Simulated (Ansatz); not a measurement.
# CH2 on Ti(0001), bridge start, 2x2 cell: work function, bands and core levels

Wanted: core-level shifts and unfolded surface bands for CH2 on Ti(0001), bridge start, 2x2 cell.

Program: Ansatz 0.2.0. Level of theory: DFT, PBE, plane-wave PAW, default files, scalar-relativistic. Results are calculated unless marked as measured.

## (1) Starting point

The cell holds 4 atoms: 4 Ti. Cell: a = 2.940 Å, b = 2.940 Å, c = 21.975 Å, α = 90.0°, β = 90.0°, γ = 60.0°. It derives from Ti. Vacuum lies along c.

## (2) The clean face

The clean face is the reference for what the added atoms change.

The input, input.yaml:

```yaml
crystal:
  lattice:
    - [2.94, 0.0, 0.0]
    - [1.47, 2.5461146871, 0.0]
    - [0.0, 0.0, 21.975]
  atoms:
    - { symbol: Ti, position: [0.0, 0.0, 0.658703072] }
    - { symbol: Ti, position: [0.666666667, 0.666666667, 0.552901024] }
    - { symbol: Ti, position: [0.0, 0.0, 0.447098976] }
    - { symbol: Ti, position: [0.666666667, 0.666666667, 0.341296928] }
kpoints:
  mp_grid: { grid: [18, 18, 1] }
scf:
  occupations: { method: fermi_dirac, width: 0.05 }
  n_extra_bands: 12
hamiltonian:
  xc: pbe
  pseudopotentials: { kind: paw }
output:
  forces: true
  write_potential: true
  volumetric_format: []
  dos:
    projected: true
    de: 0.05
    e_range: [-30, 12]
    method: { smearing: { sigma: 0.1, scheme: gaussian } }
efield:
  axis: 3
  dipole_correction: true
relax:
  f_tol: 0.03
  max_steps: 50
  constraints: [{ sites: [2, 3] }]
```

The run is started by

```
> ansatz run input.yaml --threads 8 --pin off --max-ram 20480MiB --backend cpu --events-out ev --progress --plain --runs-dir out
```

Numbers of over 12 decimals in the logs are rounded to 6 here.

Output:

```text
scf.n_extra_bands = 12 over 24 filled bands (N_el = 48.0): the run solves 36 bands
Engine: ansatz 0.2.0, aarch64-unknown-linux-gnu
Pseudopotentials: kind: paw
Pseudopotential: Ti, paw, valence charge 12, recommended cutoff 420 eV (normal), Ti.paw.azcp
Functional definition: PBE
  parameter kappa = 0.804
  parameter beta = 0.066725
  exchange = pbe_x(kappa = kappa, mu = beta*pi^2/3)
  correlation = pbe_c(beta = beta)
Crystal: 4 atoms, lattice volume = 164.496 Å³
Basis set: ecut = 420 eV, 3169 PW (Γ), exchange–correlation on 40×40×300 points (8 copies of the dense FFT grid, shifted against one another)
Bands: 36, of which v1, the nominal top of the filled ones, is band 24 counted from 1 (23 counted from 0)
Symmetry: 6 space group operations
k-points: 37 of 324 (time reversal used)
Non-local potential: Ti, projectors of the file, l = 0: 3, l = 1: 2, l = 2: 3, l = 3: 1
PAW form: soft (Blöchl's): semilocal exchange-correlation on the pseudo side does not see the compensation charge
PAW one-centre angular grid: Ti, 590 points (default); XC on 64 Gauss nodes
Initial density: superposition of atomic densities (neutral atoms: chi_scale 0, normalization atom), corrected by the library's trained network
Initial wavefunctions: pseudopotential atomic-orbital guess
Functional: x = pbe(κ = 0.804, μ = 0.219515), c = pbe(β = 0.066725)
SCF iter   1: F=—  HF=-9996.753415 eV  |F-HF|=—  |Δ(HF+E_count)|=         —  Δρ=7.39e-3  dr2=4.71e-1  ethr=1.77e-3  p=0.000 e·Å  D=1.28e-13 V/Å  ΔV_dip=-0.00 eV  dr2_dipole=6.08e-8  V_vac-E_F(+/−)=4.13/4.13 eV  ⟨swp⟩=6.5  Hψ=5694  notcnv=0  defer=11
efield: sawtooth ramp at fractional position 0.9500 (placed from the atoms, in the widest stretch of the axis that holds none; the zero of the levels goes with the place), width 0.1000; the density the first Hamiltonian is built on has a dipole p = 0.000 e·Å; the dipole correction subtracts the counter field D = 1.28e-13 V/Å, which shifts the + side's vacuum level by -0.00 eV against the − side's; the planar-averaged density in the ramp window peaks in size at 1.7e-4 e/Å³
preconditioner: auto → LDOS  [metal: Δε(μ)=0.007 eV  Ē_g=3.047 eV  σ=0.050 eV  W_gap=0.03  n_scr=14 (ndim 8)  ℏωp=11.6 eV  f_vac=0.495  D(μ)=8.64/eV (n_scr^D=98)  β→1.0]
SCF iter   2: F=—  HF=-9996.743258 eV  |F-HF|=—  |Δ(HF+E_count)|=   1.02e-2  Δρ=2.68e-3  dr2=3.00e-2  ethr=9.82e-4  p=-0.000 e·Å  D=-4.58e-5 V/Å  ΔV_dip=0.00 eV  dr2_dipole=7.87e-6  V_vac-E_F(+/−)=4.40/4.40 eV  ⟨swp⟩=2.0  Hψ=1845  notcnv=0  defer=31
SCF iter   3: F=—  HF=-9996.742978 eV  |F-HF|=—  |Δ(HF+E_count)|=   2.80e-4  Δρ=9.14e-4  dr2=3.90e-3  ethr=6.25e-5  p=-0.000 e·Å  D=-7.91e-6 V/Å  ΔV_dip=0.00 eV  dr2_dipole=1.12e-5  V_vac-E_F(+/−)=4.40/4.40 eV  ⟨swp⟩=2.1  Hψ=1927  notcnv=0  defer=52
SCF iter   4: F=—  HF=-9996.742847 eV  |F-HF|=—  |Δ(HF+E_count)|=   1.31e-4  Δρ=2.48e-4  dr2=1.25e-4  ethr=8.13e-6  p=-0.000 e·Å  D=-2.11e-5 V/Å  ΔV_dip=0.00 eV  dr2_dipole=8.02e-9  V_vac-E_F(+/−)=4.43/4.43 eV  ⟨swp⟩=2.0  Hψ=1555  notcnv=0  defer=48
SCF iter   5: F=—  HF=-9996.742906 eV  |F-HF|=—  |Δ(HF+E_count)|=   5.91e-5  Δρ=1.31e-4  dr2=5.36e-5  ethr=2.60e-7  p=0.000 e·Å  D=1.00e-5 V/Å  ΔV_dip=-0.00 eV  dr2_dipole=4.11e-7  V_vac-E_F(+/−)=4.45/4.45 eV  ⟨swp⟩=3.2  Hψ=2342  notcnv=0  defer=48
SCF iter   6: F=-9996.742905 eV  HF=-9996.742913 eV  |F-HF|=8.31e-6  |Δ(HF+E_count)|=   7.38e-6  Δρ=4.91e-5  dr2=1.25e-5  ethr=4.69e-8  p=0.000 e·Å  D=3.30e-6 V/Å  ΔV_dip=-0.00 eV  dr2_dipole=3.26e-8  V_vac-E_F(+/−)=4.46/4.46 eV  ⟨swp⟩=12.7  Hψ=9965  notcnv=0
SCF 1 converged in 6 iterations: F = -9996.742905 eV  dr2 = 1.25e-5
  greatest PAW one-centre occupation: 0.999 electrons in one spin orbital (limit 2), on the Ti atom at site 1 (counted from 0), in its partial waves of l = 0
relax step   1: F+E_penalty+E_count = -9996.74290490 eV  Δ(F+E_penalty+E_count) = +0.000e0 eV  max|allowed force component| = 7.012e-1 eV/Å  Δτ_max = 0.0000 Å  (6 SCF iters, dr2 threshold 2.25e-5 eV, accepted)
Initial density: handed on by an earlier stage of this run
Initial wavefunctions: those handed on with the density
SCF iter   1: F=—  HF=-9996.941476 eV  |F-HF|=—  |Δ(HF+E_count)|=         —  Δρ=1.61e-2  dr2=4.30e0  ethr=3.10e-3  p=0.000 e·Å  D=3.55e-6 V/Å  ΔV_dip=-0.00 eV  dr2_dipole=9.71e-1  V_vac-E_F(+/−)=4.48/4.48 eV  ⟨swp⟩=4.5  Hψ=3710  notcnv=0  defer=2
efield: sawtooth ramp at fractional position 0.9500 (handed on by an earlier solve), width 0.1000; the density the first Hamiltonian is built on has a dipole p = 0.000 e·Å; the dipole correction subtracts the counter field D = 3.55e-6 V/Å, which shifts the + side's vacuum level by -0.00 eV against the − side's; the planar-averaged density in the ramp window peaks in size at 1.4e-5 e/Å³
preconditioner: auto → LDOS  [metal: Δε(μ)=0.006 eV  Ē_g=3.138 eV  σ=0.050 eV  W_gap=0.03  n_scr=14 (ndim 8)  ℏωp=11.6 eV  f_vac=0.503  D(μ)=7.29/eV (n_scr^D=72)  β→1.0]
SCF iter   2: F=—  HF=-9996.822134 eV  |F-HF|=—  |Δ(HF+E_count)|=   1.19e-1  Δρ=8.09e-3  dr2=4.53e-1  ethr=3.10e-3  p=0.013 e·Å  D=1.38e-2 V/Å  ΔV_dip=-0.30 eV  dr2_dipole=5.73e-3  V_vac-E_F(+/−)=4.17/4.47 eV  ⟨swp⟩=2.0  Hψ=2274  notcnv=0  defer=43
SCF iter   3: F=—  HF=-9996.785850 eV  |F-HF|=—  |Δ(HF+E_count)|=   3.63e-2  Δρ=2.53e-3  dr2=6.08e-2  ethr=9.43e-4  p=0.006 e·Å  D=7.08e-3 V/Å  ΔV_dip=-0.16 eV  dr2_dipole=1.10e-2  V_vac-E_F(+/−)=4.33/4.48 eV  ⟨swp⟩=2.1  Hψ=1999  notcnv=0  defer=43
SCF iter   4: F=—  HF=-9996.781001 eV  |F-HF|=—  |Δ(HF+E_count)|=   4.85e-3  Δρ=8.99e-4  dr2=1.02e-2  ethr=1.27e-4  p=0.007 e·Å  D=7.43e-3 V/Å  ΔV_dip=-0.16 eV  dr2_dipole=3.84e-3  V_vac-E_F(+/−)=4.32/4.49 eV  ⟨swp⟩=2.1  Hψ=1990  notcnv=0  defer=43
SCF iter   5: F=—  HF=-9996.780998 eV  |F-HF|=—  |Δ(HF+E_count)|=   2.28e-6  Δρ=1.95e-4  dr2=1.81e-4  ethr=2.13e-5  p=0.007 e·Å  D=7.32e-3 V/Å  ΔV_dip=-0.16 eV  dr2_dipole=5.31e-5  V_vac-E_F(+/−)=4.33/4.49 eV  ⟨swp⟩=1.1  Hψ=1335  notcnv=0  defer=43
SCF iter   6: F=—  HF=-9996.781011 eV  |F-HF|=—  |Δ(HF+E_count)|=   1.26e-5  Δρ=7.77e-5  dr2=3.08e-5  ethr=3.76e-7  p=0.006 e·Å  D=7.14e-3 V/Å  ΔV_dip=-0.16 eV  dr2_dipole=6.00e-6  V_vac-E_F(+/−)=4.33/4.49 eV  ⟨swp⟩=2.0  Hψ=1610  notcnv=0  defer=43
SCF iter   7: F=-9996.781017 eV  HF=-9996.781017 eV  |F-HF|=1.08e-7  |Δ(HF+E_count)|=   6.52e-6  Δρ=2.86e-5  dr2=2.25e-6  ethr=6.40e-8  p=0.006 e·Å  D=7.01e-3 V/Å  ΔV_dip=-0.15 eV  dr2_dipole=4.69e-7  V_vac-E_F(+/−)=4.34/4.49 eV  ⟨swp⟩=14.6  Hψ=9975  notcnv=0
SCF 2 converged in 7 iterations: F = -9996.781017 eV  dr2 = 2.25e-6
  Residual-converged pass: ⟨swp⟩=1.0  Hψ=1480  notcnv=0  max |occ|·‖R‖ = 7.1e-9 eV (tolerance 1.0e-8 eV)  dr2=2.25e-6  dr2_onsite=5.09e-8  max |Δocc| = 2.2e-10
  greatest PAW one-centre occupation: 0.999 electrons in one spin orbital (limit 2), on the Ti atom at site 2 (counted from 0), in its partial waves of l = 0
relax step   2: F+E_penalty+E_count = -9996.78101737 eV  Δ(F+E_penalty+E_count) = -3.811e-2 eV  max|allowed force component| = 4.815e-1 eV/Å  Δτ_max = 0.1362 Å  (7 SCF iters, dr2 threshold 3.07e-5 eV, accepted)
iter 1 solved again at ethr=1.00e-3 eV; its pass at ethr=3.10e-3 eV (dr2=4.80e-1 eV) is discarded
SCF iter   1: F=—  HF=-9996.820018 eV  |F-HF|=—  |Δ(HF+E_count)|=         —  Δρ=5.96e-3  dr2=3.96e-1  ethr=1.00e-3  p=0.006 e·Å  D=7.01e-3 V/Å  ΔV_dip=-0.15 eV  dr2_dipole=6.13e-3  V_vac-E_F(+/−)=4.33/4.48 eV  ⟨swp⟩=1.0  Hψ=4421  notcnv=0  defer=38
efield: sawtooth ramp at fractional position 0.9500 (handed on by an earlier solve), width 0.1000; the density the first Hamiltonian is built on has a dipole p = 0.006 e·Å; the dipole correction subtracts the counter field D = 7.01e-3 V/Å, which shifts the + side's vacuum level by -0.15 eV against the − side's; the planar-averaged density in the ramp window peaks in size at 1.4e-5 e/Å³
preconditioner: auto → LDOS  [metal: Δε(μ)=0.017 eV  Ē_g=3.079 eV  σ=0.050 eV  W_gap=0.09  n_scr=14 (ndim 8)  ℏωp=11.6 eV  f_vac=0.498  D(μ)=8.29/eV (n_scr^D=98)  β→1.0]
SCF iter   2: F=—  HF=-9996.802399 eV  |F-HF|=—  |Δ(HF+E_count)|=   1.76e-2  Δρ=3.08e-3  dr2=6.95e-2  ethr=8.25e-4  p=0.002 e·Å  D=2.10e-3 V/Å  ΔV_dip=-0.05 eV  dr2_dipole=2.28e-4  V_vac-E_F(+/−)=4.45/4.50 eV  ⟨swp⟩=2.1  Hψ=1820  notcnv=0  defer=38
SCF iter   3: F=—  HF=-9996.799610 eV  |F-HF|=—  |Δ(HF+E_count)|=   2.79e-3  Δρ=8.66e-4  dr2=5.60e-3  ethr=1.45e-4  p=0.004 e·Å  D=3.96e-3 V/Å  ΔV_dip=-0.09 eV  dr2_dipole=5.02e-5  V_vac-E_F(+/−)=4.40/4.49 eV  ⟨swp⟩=2.0  Hψ=1965  notcnv=0  defer=41
SCF iter   4: F=—  HF=-9996.799240 eV  |F-HF|=—  |Δ(HF+E_count)|=   3.70e-4  Δρ=2.70e-4  dr2=2.30e-4  ethr=1.17e-5  p=0.003 e·Å  D=3.58e-3 V/Å  ΔV_dip=-0.08 eV  dr2_dipole=6.96e-7  V_vac-E_F(+/−)=4.41/4.49 eV  ⟨swp⟩=2.0  Hψ=1606  notcnv=0  defer=43
SCF iter   5: F=-9996.799253 eV  HF=-9996.799252 eV  |F-HF|=8.55e-7  |Δ(HF+E_count)|=   1.22e-5  Δρ=7.43e-5  dr2=1.18e-5  ethr=3.02e-8  p=0.003 e·Å  D=3.50e-3 V/Å  ΔV_dip=-0.08 eV  dr2_dipole=8.52e-7  V_vac-E_F(+/−)=4.41/4.49 eV  ⟨swp⟩=13.4  Hψ=11227  notcnv=0
SCF 3 converged in 5 iterations: F = -9996.799253 eV  dr2 = 1.18e-5
relax step   3: F+E_penalty+E_count = -9996.79925279 eV  Δ(F+E_penalty+E_count) = -1.824e-2 eV  max|allowed force component| = 8.403e-3 eV/Å  Δτ_max = 0.0668 Å  (5 SCF iters, dr2 threshold 1.45e-5 eV, accepted)
[...]
relax step   4: F+E_penalty+E_count = -9996.79926024 eV  Δ(F+E_penalty+E_count) = -7.451e-6 eV  max|allowed force component| = 6.557e-3 eV/Å  Δτ_max = 0.0000 Å  (5 SCF iters, accepted)
SCF iter   1: F=—  HF=-9996.799567 eV  |F-HF|=—  |Δ(HF+E_count)|=         —  Δρ=1.06e-3  dr2=2.18e-2  ethr=1.32e-4  p=0.003 e·Å  D=3.56e-3 V/Å  ΔV_dip=-0.08 eV  dr2_dipole=5.05e-3  V_vac-E_F(+/−)=4.41/4.48 eV  ⟨swp⟩=2.0  Hψ=2252  notcnv=0  defer=9
efield: sawtooth ramp at fractional position 0.9500 (handed on by an earlier solve), width 0.1000; the density the first Hamiltonian is built on has a dipole p = 0.003 e·Å; the dipole correction subtracts the counter field D = 3.56e-3 V/Å, which shifts the + side's vacuum level by -0.08 eV against the − side's; the planar-averaged density in the ramp window peaks in size at 1.4e-5 e/Å³
preconditioner: auto → LDOS  [metal: Δε(μ)=0.007 eV  Ē_g=3.087 eV  σ=0.050 eV  W_gap=0.04  n_scr=14 (ndim 8)  ℏωp=11.6 eV  f_vac=0.498  D(μ)=8.12/eV (n_scr^D=86)  β→1.0]
SCF iter   2: F=—  HF=-9996.799274 eV  |F-HF|=—  |Δ(HF+E_count)|=   2.93e-4  Δρ=3.37e-4  dr2=7.20e-4  ethr=4.54e-5  p=0.004 e·Å  D=3.91e-3 V/Å  ΔV_dip=-0.09 eV  dr2_dipole=1.98e-5  V_vac-E_F(+/−)=4.40/4.48 eV  ⟨swp⟩=1.0  Hψ=1628  notcnv=0  defer=9
SCF iter   3: F=—  HF=-9996.799271 eV  |F-HF|=—  |Δ(HF+E_count)|=   2.83e-6  Δρ=1.31e-4  dr2=1.15e-4  ethr=1.50e-6  p=0.003 e·Å  D=3.72e-3 V/Å  ΔV_dip=-0.08 eV  dr2_dipole=1.20e-5  V_vac-E_F(+/−)=4.40/4.48 eV  ⟨swp⟩=1.4  Hψ=1306  notcnv=0  defer=9
SCF iter   4: F=—  HF=-9996.799267 eV  |F-HF|=—  |Δ(HF+E_count)|=   4.55e-6  Δρ=1.56e-5  dr2=1.77e-6  ethr=2.39e-7  p=0.003 e·Å  D=3.68e-3 V/Å  ΔV_dip=-0.08 eV  dr2_dipole=2.08e-7  V_vac-E_F(+/−)=4.40/4.48 eV  ⟨swp⟩=2.0  Hψ=1463  notcnv=0  defer=9
SCF iter   5: F=—  HF=-9996.799270 eV  |F-HF|=—  |Δ(HF+E_count)|=   3.48e-6  Δρ=9.77e-6  dr2=8.44e-7  ethr=2.08e-10  p=0.003 e·Å  D=3.64e-3 V/Å  ΔV_dip=-0.08 eV  dr2_dipole=2.13e-7  V_vac-E_F(+/−)=4.40/4.48 eV  ⟨swp⟩=11.9  Hψ=8606  notcnv=0
SCF iter   6: F=-9996.799270 eV  HF=-9996.799270 eV  |F-HF|=7.42e-9  |Δ(HF+E_count)|=   1.40e-8  Δρ=2.67e-6  dr2=2.35e-8  ethr=2.08e-10  p=0.003 e·Å  D=3.61e-3 V/Å  ΔV_dip=-0.08 eV  dr2_dipole=5.50e-9  V_vac-E_F(+/−)=4.41/4.48 eV  ⟨swp⟩=8.6  Hψ=7912  notcnv=0
SCF 5 converged in 6 iterations: F = -9996.799270 eV  dr2 = 2.35e-8
relax step   5: F+E_penalty+E_count = -9996.79927011 eV  Δ(F+E_penalty+E_count) = -9.870e-6 eV  max|allowed force component| = 5.147e-3 eV/Å  Δτ_max = 0.0064 Å  (6 SCF iters, accepted)
NSCF: frozen V_eff on 37 k-points
the band table was solved once a step of the walk had ended and its energy, with any forces and stress, was formed, with the checks that follow a solve (6393 applications of the Hamiltonian). They found nothing against the state; the energy, forces and stress were not computed again (output.eigenvalues in the input reference)
WARN: The output density's exchange-correlation potential varies sharply where the density is thin. Do not read a vacuum level from v_tot or v_xc, or from such a field of the output density. On a cell that repeats whose density bears no net charge and no dipole along the vacuum's axis use v_es (v_loc + v_h of the components); under efield.dipole_correction with no amplitude use v_es + v_field, which holds any externa [...]
SCF converged after 6 iterations
Free energy (F): -9996.799270 eV
Harris-Foulkes:  -9996.799270 eV  (|F-HF|=7.42e-9)
Internal energy: -9996.733023 eV  (E = F + TS)
E sigma→0 (E₀):  -9996.766147 eV
Entropy (-TS):   -0.066247 eV (-16.562 meV/atom)
Fermi energy:    3.239086 eV
Dipole field:    D = 0.003496 V/Å  (p = 0.003178 e·Å, saw-weighted, corrected)
Work function:   Φ+ = 4.4068 eV   Φ− = 4.4836 eV
Levels:          The Fermi level and band energies are counted from a zero that moves with the ramp; work functions are not
--- Per-component energies (eV) ---
  E_band       = -1115.332013
  E_kinetic    = 1086.479503
  E_local      = -38554.865549  (includes V_loc(G=0)·N_el)
  E_nonlocal   = 34.203734
  E_hartree    = 18743.723741
  E_xc         = -387.284996
  E_vxc        = -484.237307  (∫ρ·V_xc dr)
  E_paw        = -4190.839468  (= ΣΔE_a)
  E_vpaw       = -684.380514  (= ΣTr[D̂ρ^β])
  E_aug_tail   = 0.000476  (compensation charges beyond the density's cutoff)
  E_efield     = 0.000006  (sawtooth field / dipole correction)
  E_vefield    = -0.000485  (∫n·V_field dr)
  E_ewald      = 13271.849529
  E_smearing   = -0.066247  (= −TS)
  E_closure    = 0.000000  (closes the sum)
  Σ components = -9996.799270   (vs F -9996.799270, Δ=0.00e0)
--- Forces (eV/Å), atoms counted from 1 ---
  atom   1  Ti    -0.00000000     0.00000000     0.00145687
  atom   2  Ti     0.00000000     0.00000000     0.00514666
  atom   3  Ti    -0.00000000     0.00000000    -0.61537126
  atom   4  Ti     0.00000000     0.00000000     0.60872952
  max |Σ_I F_I| component: 3.82e-5 eV/Å
--- Band table (eV; the first three rows and the last of 37) ---
  k-point 0: bands = [... 20 lower, 2.9799, 3.2280, 3.6801, 3.7355, 3.8833, 3.8833, 3.9562, 3.9562, ... 8 higher]
  k-point 1: bands = [... 20 lower, 2.9535, 3.2194, 3.5882, 3.6563, 3.8493, 3.9308, 3.9316, 4.0074, ... 8 higher]
  k-point 2: bands = [... 20 lower, 2.8570, 3.1426, 3.3605, 3.5544, 3.6995, 3.8114, 4.0037, 4.0618, ... 8 higher]
  k-point 36: bands = [... 20 lower, 2.0654, 2.4456, 2.5173, 3.1842, 3.1915, 3.3226, 3.3631, 3.5119, ... 8 higher]
--- Relaxed structure (5 steps of the walk, 5 accepted, 0 SCFs on fresh bases) ---
  F+E_penalty+E_count = -9996.79927011 eV   max|allowed force component| = 5.147e-3 eV/Å
  atoms:
    - { symbol: Ti, position: [0, 0, 0.655254] }
    - { symbol: Ti, position: [0.666667, 0.666667, 0.556889] }
    - { symbol: Ti, position: [0.0, 0.0, 0.447098976] }
    - { symbol: Ti, position: [0.666667, 0.666667, 0.341297] }
```

Elapsed: 11 s, on 8 threads of Arm Neoverse V2, shared host; peak memory 0.7 GiB; 82 s of CPU time.

Relaxation path:

```csv
step,energy less that of the first step (eV),largest force component (eV/Å)
1,0.0000,0.7012
2,-0.0381,0.4815
3,-0.0563,0.0084
4,-0.0564,0.0066
5,-0.0564,0.0051
```

Forces are held to the 6 operations that the run works with; a distortion that breaks them can't arise in this run.

The atoms that moved most (Å):

```csv
atom,dx,dy,dz,length
Ti2,0.000,0.000,0.088,0.088
Ti1,0.000,0.000,-0.076,0.076
```

The relaxed structure:

```xyz
4
Lattice="2.9400 0.0000 0.0000 1.4700 2.5461 0.0000 0.0000 0.0000 21.9750" Properties=species:S:1:pos:R:3
Ti    0.0000    0.0000   14.3992
Ti    2.9400    1.6974   12.2376
Ti    0.0000    0.0000    9.8250
Ti    2.9400    1.6974    7.5000
```

Numbers from this step:

```yaml
free_energy: -9996.7993 eV
energy_at_zero_smearing: -9996.7661 eV
smearing_term_ts: 0.06625 eV
fermi_energy: 3.239 eV
symmetry_operations: 6
zero_of_energy: Fermi level
share_of_occupied_states_in_no_projected_shell: 0.0327 of the occupied states in the window
dos_at_the_fermi_level: 8.185 states/eV/cell
work_function_upper_face: 4.405 eV
work_function_lower_face: 4.484 eV
```

The DOS has structure finer than the step of the table below, so its rows give means over 0.5 eV, whole bins alone (the curve runs from -7.47 to 1.93 eV). Peaks (eV: height): total -1.68: 5.19, -0.78: 9.94, 0.82: 11.3; Ti 3d -1.68: 4.40, -0.78: 8.59, 0.82: 10.4, 1.23: 8.98; Ti 4s -4.28: 0.864, -3.08: 1.14, -2.58: 1.54, -2.27: 1.28; Ti 4p* -0.78: 0.538, 0.33: 0.686, 1.12: 0.568, 1.43: 0.414.

* holds the states left over by the projection beside any projected weight of its own. Table of DOS by E, zero at the Fermi level; means over each step; values in states/eV/cell:

```csv
E (eV),total,Ti 3d,Ti 4s,Ti 4p*
-6.5,0,0,0,0
-6.0,0.0242,5.5e-5,0.0239,2.5e-4
-5.5,0.247,0.00113,0.242,0.00348
-5.0,0.341,0.00626,0.328,0.00722
-4.5,0.595,0.0243,0.556,0.0153
-4.0,0.679,0.0523,0.607,0.0202
-3.5,0.988,0.162,0.796,0.0302
-3.0,1.42,0.414,0.961,0.0429
-2.5,3.01,1.70,1.23,0.0745
-2.0,4.67,3.54,1.01,0.127
-1.5,4.37,3.83,0.401,0.140
-1.0,6.42,5.78,0.355,0.291
-0.5,5.68,4.89,0.485,0.304
0.0,7.60,6.52,0.541,0.546
0.5,8.76,7.83,0.351,0.578
1.0,9.71,8.84,0.348,0.517
1.5,5.17,4.70,0.167,0.305
```

The planar mean, electrostatic potential oscillates, so the rows of the table below give means over windows of 1 Å about each position, cut where the curve ends. Its maxima inside the range that stand out by 2 % of the span (Å: eV): 8.6: -0.321, 11.0: -0.0502, 13.3: -1.41. Its minima: 7.5: -12.9, 9.8: -12.7, 12.2: -12.6, 14.4: -12.8.

From the Fermi level. The planar mean, electrostatic potential by z; means over each step:

z (Å), planar mean, electrostatic potential (eV) and a bar from the least value:
```
        0        4.5 ##############################
        1        4.5 ##############################
        2        4.5 ##############################
        3        4.5 ##############################
        4        4.5 ##############################
        5        4.2 #############################
        6        2.2 #########################
        7       -8.1 #####
        8       -7.7 ######
        9       -4.0 #############
       10      -10.7 
       11       -1.8 ##################
       12      -10.2 #
       13       -5.1 ###########
       14       -9.0 ###
       15       -6.9 ########
       16        2.6 ##########################
       17        4.2 #############################
       18        4.4 ##############################
       19        4.4 ##############################
       20        4.4 ##############################
       21        4.4 ##############################
```

The spectra weight each projected shell by its atomic cross section (Dirac–Hartree–Slater) and angular factor, for unpolarised light with the analyser at 60° from the beam. Broadening, on top of any smearing of the DOS itself: a Gaussian of 0.3 eV and a Lorentzian of 0.05 eV plus 0.08 times the binding energy (full widths), Fermi edge at 300 K. Each atom is damped by exp[−depth/(λ cos θ)], θ = 30° from the normal, λ from the universal curve. Curves are cut 10 eV under the photon energy, above any shell that the free atom's threshold puts out of reach, or at the lower edge of the window: 7.5 eV at 21.2 eV, 7.5 eV at 60 eV, 7.5 eV at 1486.7 eV, 7.5 eV at 2150 eV and 7.5 eV at 5950 eV. Dipole terms alone, which is rough above 3 keV; no background, satellites or final-state effects.

How the area divides among the shells (%):

```csv
shell,21.2 eV,60 eV,1486.7 eV,2150 eV,5950 eV
Ti 4s,1.1,1.2,44.5,61.0,91.1
Ti 4p*,0.1,0.1,1.8,1.9,1.2
Ti 3d,98.8,98.7,53.7,37.1,7.8
```

At the Fermi level the DOS is 8.18 states/eV a cell, and on the broadened curves Ti 3d holds 85 % of the total there.

[end of part 1 of 4]

[Logs are printed without paths, hosts, clocks, repeated set-up lines and the standing remarks that a program may print on its own settings, such as how far it seeks lower states.]

[Hosts, paths, dates, database ids (printed as entryN), source tags and the programs' standing remarks are cut or masked in the printed files.]

[Maps of the electrostatic potential energy from Ansatz leave out the sawtooth potential of an applied field or a dipole correction, so their vacuum need not be flat; work functions include it.]
